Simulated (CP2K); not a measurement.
Consider nitrosopyrazine at its PBE geometry (Å).

```xyz
11

O     3.1309   -0.0669    0.0862
N     2.2899   -0.7803   -0.4538
C     0.9112   -0.3319   -0.2094
C     0.5955    0.7760    0.5926
N    -0.6763    1.1340    0.8104
C    -1.6129    0.3773    0.2106
C    -1.2866   -0.7233   -0.5944
N    -0.0166   -1.0855   -0.8114
H     1.3830    1.3697    1.0586
H    -2.6547    0.6578    0.3790
H    -2.0633   -1.3270   -1.0684
```

Method: CP2K XAS_TDP, all-electron GAPW, PBEh(45%), aug-cc-pVDZ, TDA, no relativity.

Predict the bright core excitations at the O K edge.

Leading lines: O1 525.54 eV. The leading line of an atom is its first one with 35 % of the strongest within 2.5 eV of its lowest line over the strength cut. 

The first six lines of each atom with a strength over 0.0015:

| atom | energy (eV) | states | strength, one atom |
| --- | --- | --- | --- |
| O1 (bonded to N) | 525.54 | 1 | 0.0520 |
|  | 535.18 | 1 | 0.0023 |
|  | 535.92 | 1 | 0.0033 |
|  | 536.30 | 1 | 0.0098 |
|  | 536.50 | 1 | 0.0019 |
|  | 536.60 | 1 | 0.0058 |

Lines are vertical, at one geometry, with no vibrational structure. Without a correction of the core level, line positions, and the gaps between valence and Rydberg lines, follow the share of exact exchange. At this level such K lines come out 3 to 6 eV under measured ones. These values hold no scalar relativity, about 0.4 eV for O 1s. Rydberg lines, and the discretised continuum above threshold, depend on the basis and the box.

[Banner, clock and machine lines of the logs are left out without a mark of their own.]

[Logs are printed without paths, hosts, clocks, repeated set-up lines and the standing remarks that a program may print on its own settings, such as how far it seeks lower states.]

[Hosts, paths, dates, database ids (printed as entryN), source tags and the programs' standing remarks are cut or masked in the printed files.]
